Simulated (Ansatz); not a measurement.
# Band gap of SrTiO3 (I4/mcm) from density functionals to GW, part 3 of 3

Aim: the gap of SrTiO3 (I4/mcm) at several levels of theory on one structure, with the time that each takes.

Ansatz 0.2.0; density functionals, hybrids and G0W0, plane waves, PAW. Known limits of the many-body steps: finite bands, screening cutoff and k mesh; no spin-orbit coupling in G0W0.

So far. Step 11 (G0W0@HSE06, 4×4×4 mesh, 252 empty bands, screening to …): Over 11 of 13 irreducible mesh points the G0W0 gap is 3.760 eV, direct, at k = Γ. The HSE06 gap of this run on the mesh is 3.360 eV. The two states that bound the G0W0 gap lie that far apart at the start, so the correction of the gap is 3.760 − 3.360 = +0.400 eV.

In doubt: masses and optical values from hybrid runs of this build are listed as unsure (step 11), which bears on the screening that GW takes from such a start.

### 13. All levels together

Each gap is the least one over the points named; times are wall times on shared hosts, not benchmarks. A G0W0 time includes the run's own self-consistent start. Runs with listed points see these and the mesh alone, so an edge that moves elsewhere is missed. Rows marked * are further runs, not shown as steps, whose inputs differ from the G0W0 step on the same start in the columns given; solver thresholds can differ too.

```
      level   mesh       files, cutoff  bands summed, screening                            points  gap (eV)  valence top  conduction bottom  least direct gap (eV)   time
        LDA  6×6×6  soft_2 PAW, 420 eV                        -            mesh and listed points     1.799            Γ                  Γ                  1.799  7.2 s
     PBEsol  6×6×6  soft_2 PAW, 420 eV                        -            mesh and listed points     1.848            Γ                  Γ                  1.848  8.7 s
        PBE  6×6×6  soft_2 PAW, 420 eV                        -                     mesh and path     1.903            Γ                  Γ                  1.903   11 s
    PBE+SOC  6×6×6  soft_2 PAW, 420 eV                        -            mesh and listed points     1.888            Γ                  Γ                  1.888  7.6 s
     r2SCAN  6×6×6  soft_2 PAW, 500 eV                        -            mesh and listed points     2.283            Γ                  Γ                  2.283  3.6 s
      HSE06  4×4×4  soft_2 PAW, 420 eV                        -            mesh and listed points     3.359            Γ                  Γ                  3.359   22 s
       PBE0  4×4×4  soft_2 PAW, 420 eV                        -            mesh and listed points     4.104            Γ                  Γ                  4.104   24 s
   DDH-PBE0  4×4×4  soft_2 PAW, 420 eV                        -            mesh and listed points     3.283            Γ                  Γ                  3.283   50 s
  G0W0@PBE*  4×4×4  soft_2 PAW, 420 eV               129, 48 eV  11 of 13 irreducible mesh points     3.682            Γ                  Γ                  3.682  6.7 s
  G0W0@PBE*  4×4×4  soft_2 PAW, 420 eV               292, 96 eV  11 of 13 irreducible mesh points     3.449            Γ                  Γ                  3.449  9.7 s
   G0W0@PBE  4×4×4  soft_2 PAW, 420 eV              584, 160 eV  11 of 13 irreducible mesh points     3.465            Γ                  Γ                  3.465   36 s
  G0W0@PBE*  2×2×2  soft_2 PAW, 420 eV               292, 96 eV     all 4 irreducible mesh points     3.244            Γ                  Γ                  3.244  4.4 s
 G0W0@HSE06  4×4×4  soft_2 PAW, 420 eV               292, 96 eV  11 of 13 irreducible mesh points     3.760            Γ                  Γ                  3.760   52 s
G0W0@r2SCAN  4×4×4  soft_2 PAW, 500 eV               292, 96 eV  11 of 13 irreducible mesh points     3.443            Γ                  Γ                  3.443   17 s
```

### 14. Outcome

```json
{
 "LDA, over mesh and listed points": "1.799 eV",
 "PBEsol, over mesh and listed points": "1.848 eV",
 "PBE, over mesh and path": "1.903 eV",
 "PBE+SOC, over mesh and listed points": "1.888 eV",
 "r2SCAN, over mesh and listed points": "2.283 eV",
 "HSE06, over mesh and listed points": "3.359 eV",
 "PBE0, over mesh and listed points": "4.104 eV",
 "DDH-PBE0, over mesh and listed points": "3.283 eV",
 "G0W0@PBE (584 bands, 4×4×4), over 11 of 13 irreducible mesh points": "3.465 eV",
 "G0W0@HSE06, over 11 of 13 irreducible mesh points": "3.760 eV",
 "G0W0@r2SCAN, over 11 of 13 irreducible mesh points": "3.443 eV",
 "known limits": "finite bands, screening cutoff and k mesh; no spin-orbit coupling in G0W0"
}
```

What this shows: The rows run from 1.799 eV (LDA) to 4.104 eV (PBE0). They differ in mesh, plane-wave cutoff, bands and screening cutoff of G0W0 and the points over which the gap was sought as well as in level, so only pairs that share these are like for like. PBEsol against LDA: 1.848 − 1.799 = +0.049 eV, with the same mesh, files and cutoff, and both edges at the same k points. PBE against PBEsol: 1.903 − 1.848 = +0.055 eV, with the same mesh, files and cutoff, and both edges at the same k points. PBE+SOC against PBE: 1.888 − 1.903 = −0.015 eV, with the same mesh, set of files (read in its fully relativistic form for the spin-orbit run) and cutoff, and both edges at the same k points. The spin-orbit run sees mesh and listed points alone, so its gap is an upper bound: the coupling can move an edge off these points, and the change over the zone, its sign included where it is small, is not known. PBE0 against HSE06: 4.104 − 3.359 = +0.745 eV, with the same mesh, files and cutoff, and both edges at the same k points. DDH-PBE0 against PBE0: 3.283 − 4.104 = −0.821 eV, with the same mesh, files and cutoff, and both edges at the same k points. G0W0@HSE06 against G0W0@PBE with 292 bands: 3.760 − 3.449 = +0.311 eV, with the same mesh, files and cutoffs, and both edges at the same k points. The dielectric-dependent hybrid took 0.161 of exact exchange, against 0.25 in PBE0. G0W0@PBE (584 bands, 4×4×4) moves the gap of its own start on the mesh by 3.465 − 1.901 = +1.564 eV, between the same two levels. Both edges that PBE shows over mesh and path lie at k points where levels were corrected. Levels at other points were not corrected, so a lower G0W0 gap elsewhere in the zone is not ruled out. G0W0@HSE06 moves the gap of its own start on the mesh by 3.760 − 3.360 = +0.400 eV, between the same two levels. Both edges that HSE06 shows over mesh and listed points lie at k points where levels were corrected. Levels at other points were not corrected, so a lower G0W0 gap elsewhere in the zone is not ruled out. G0W0@r2SCAN moves the gap of its own start on the mesh by 3.443 − 2.281 = +1.162 eV, between the same two levels. Both edges that r2SCAN shows over mesh and listed points lie at k points where levels were corrected. Levels at other points were not corrected, so a lower G0W0 gap elsewhere in the zone is not ruled out. What spin-orbit coupling does to the G0W0 levels was not computed, so no sum with the G0W0 gap is formed. For G0W0@PBE: from 129 bands and 48 eV to 584 bands and 160 eV the gap moves by 3.465 − 3.682 = −0.217 eV (rung by rung 3.682, 3.449, 3.465 eV); bands and screening cutoff rise together, so their parts are not told apart. The gap turns back along the series (3.682, 3.449, 3.465 eV), so no line is drawn and the limit is not known. The other G0W0 rows are shown at one basis each (292 bands), so their distance from the limit is not known here. With the 2×2×2 mesh in place of the 4×4×4 mesh and all else as in the G0W0@PBE row with 292 bands, the gap differs by 3.244 − 3.449 = −0.205 eV, and that of the start by 1.789 − 1.901 = −0.112 eV. The G0W0 runs are scalar-relativistic. G0W0@PBE runs of this series with other atomic data on the same mesh, not shown as steps, give 3.446 eV (hard PAW, 930 eV, 292 bands, screening to 96 eV; the table's row with the same empty bands and screening cutoff has 3.449 eV); where bands and cutoffs differ too, the part of the files is not isolated.

[Paths, hosts, dates, memory and timing lines, banners, echoed tables and standing remarks are left out of the program output.]

[Logs are printed without paths, hosts, clocks, repeated set-up lines and the standing remarks that a program may print on its own settings, such as how far it seeks lower states.]

[Runs of the session that timed out or met a known fault of the program may be left out.]

[Cells called generated may have been cut or substituted from an entry of the Crystallography Open Database or the Materials Project.]

[Hosts, paths, dates, database ids (printed as entryN), source tags and the programs' standing remarks are cut or masked in the printed files.]

[Where an RPA ε∞ is given, it is that of the G0W0 mesh and is not shown converged in it. Names of k-points follow the symmetry that the program found, which can be lower than the space group named. Band edges on a path are those of the sampled points; other points can move an edge, and change direct to indirect where valleys lie close.]

[Hybrid gaps are those of their k-mesh and are not shown converged in it.]
